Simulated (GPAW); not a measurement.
Consider MnO2 (P-3m1).

```xyz
3
Lattice="2.8566 0.0000 0.0000 -1.4283 2.4739 0.0000 0.0000 0.0000 4.6014" Properties=species:S:1:pos:R:3 pbc="T T T"
Mn    0.0000    0.0000    2.3007
O     0.0000    1.6492    3.2499
O     1.4283    0.8246    1.3515
```

Absorber: atom 2, with 3 Mn at 1.90 Å (pyramidal, site symmetry 3m). Method: GPAW, LDA + U (Mn 3.9 eV), full core hole (charged cell), 12-atom cell with 5.4 Å between holes, 4×4×4 k points, dipole transitions, Gaussian full width 0.9 eV up to 4 eV, rising linearly to 3.5 eV at 25 eV.

Q: Predict the near-edge structure at the O K edge.

Main maxima up to 24 eV above the zero (height): 0.5 eV (2.26), 3.1 eV (1.48) and 13.3 eV (2.03). A K edge sees empty p states; the first features are O p mixed into the empty d states of the Mn neighbours, and the broad ones above probably into the cations' higher empty bands. The total-energy difference plus the lowest empty eigenvalue puts the zero at 524.67 eV. The functional and the charged cell's background leave an error in such absolute values: in the free atom LDA prices this hole 4.1 eV below PBE (computed apart), and PBE is itself good to a few eV.

The O K spectrum (energy from the lowest empty level; intensity scaled to a mean of 1 over the first 20 eV; polarised curves are means over the symmetry-equivalent atoms):

```
E (eV)  isotropic  ε ⊥ c  ε ∥ c
  -2.0       0.00   0.00   0.00
  -1.5       0.00   0.00   0.00
  -1.0       0.01   0.01   0.02
  -0.5       0.27   0.21   0.39
   0.0       1.42   1.31   1.64
   0.5       2.26   2.62   1.53
   1.0       1.62   2.01   0.85
   1.5       1.23   1.23   1.22
   2.0       1.06   1.01   1.17
   2.5       0.97   0.91   1.10
   3.0       1.45   1.66   1.02
   3.5       1.03   1.37   0.37
   4.0       0.22   0.30   0.06
   4.5       0.02   0.02   0.01
   5.0       0.00   0.00   0.00
   5.5       0.00   0.00   0.00
   6.0       0.01   0.01   0.01
   6.5       0.04   0.04   0.03
   7.0       0.09   0.09   0.08
   7.5       0.18   0.19   0.17
   8.0       0.33   0.33   0.32
   8.5       0.53   0.53   0.52
   9.0       0.79   0.82   0.75
   9.5       1.09   1.16   0.94
  10.0       1.33   1.46   1.06
  10.5       1.49   1.67   1.12
  11.0       1.61   1.82   1.19
  11.5       1.72   1.93   1.29
  12.0       1.84   2.02   1.46
  12.5       1.95   2.08   1.68
  13.0       2.01   2.09   1.85
  13.5       2.02   2.09   1.89
  14.0       1.95   2.05   1.77
  14.5       1.79   1.90   1.58
  15.0       1.55   1.61   1.43
  15.5       1.28   1.25   1.34
  16.0       1.05   0.93   1.27
  16.5       0.87   0.71   1.18
  17.0       0.74   0.58   1.05
  17.5       0.64   0.51   0.89
  18.0       0.57   0.49   0.72
  18.5       0.53   0.51   0.58
  19.0       0.52   0.54   0.48
  19.5       0.53   0.58   0.42
  20.0       0.53   0.61   0.38
  20.5       0.54   0.62   0.36
  21.0       0.54   0.62   0.38
  21.5       0.54   0.60   0.42
  22.0       0.54   0.57   0.49
  22.5       0.55   0.53   0.59
  23.0       0.55   0.47   0.70
  23.5       0.55   0.42   0.81
  24.0       0.56   0.38   0.91
  24.5       0.56   0.36   0.97
  25.0       0.57   0.35   1.00
  25.5       0.57   0.36   0.99
  26.0       0.56   0.37   0.95
  26.5       0.56   0.39   0.89
  27.0       0.55   0.41   0.82
  27.5       0.54   0.43   0.77
  28.0       0.54   0.45   0.73
  28.5       0.55   0.47   0.71
  29.0       0.57   0.51   0.70
  29.5       0.60   0.55   0.70
  30.0       0.64   0.61   0.69
  30.5       0.69   0.69   0.68
  31.0       0.74   0.78   0.65
  31.5       0.80   0.89   0.61
  32.0       0.86   1.00   0.58
```

The hole lies in one spin channel, while the script sums the empty states of both and takes the lower zero; where the two channels are split, this blurs and shifts the curve. The spins start ferromagnetically in a simple order, which needn't be the measured one; gap and edge can depend on it. The holes are only 5.4 Å apart, so the shape is probably not converged with cell size; no larger cell was run here. The mesh is coarse (0.36 Å⁻¹ between points), so small maxima may be mesh ripples. The structure is a computed Materials Project entry and may be a hypothetical form.

[Banner, clock and machine lines of the logs are left out without a mark of their own.]

[Logs are printed without paths, hosts, clocks, repeated set-up lines and the standing remarks that a program may print on its own settings, such as how far it seeks lower states.]

[Hosts, paths, dates, database ids (printed as entryN), source tags and the programs' standing remarks are cut or masked in the printed files.]

[Lists of maxima count a maximum above −3 eV only where it reaches 4 % of the highest in the window and stands out from its surroundings by 2 % of it (1.5 % where it reaches 55 %); shoulders and weaker maxima are passed over, and of the rest the first, up to two pre-edge ones and the few strongest are named.]
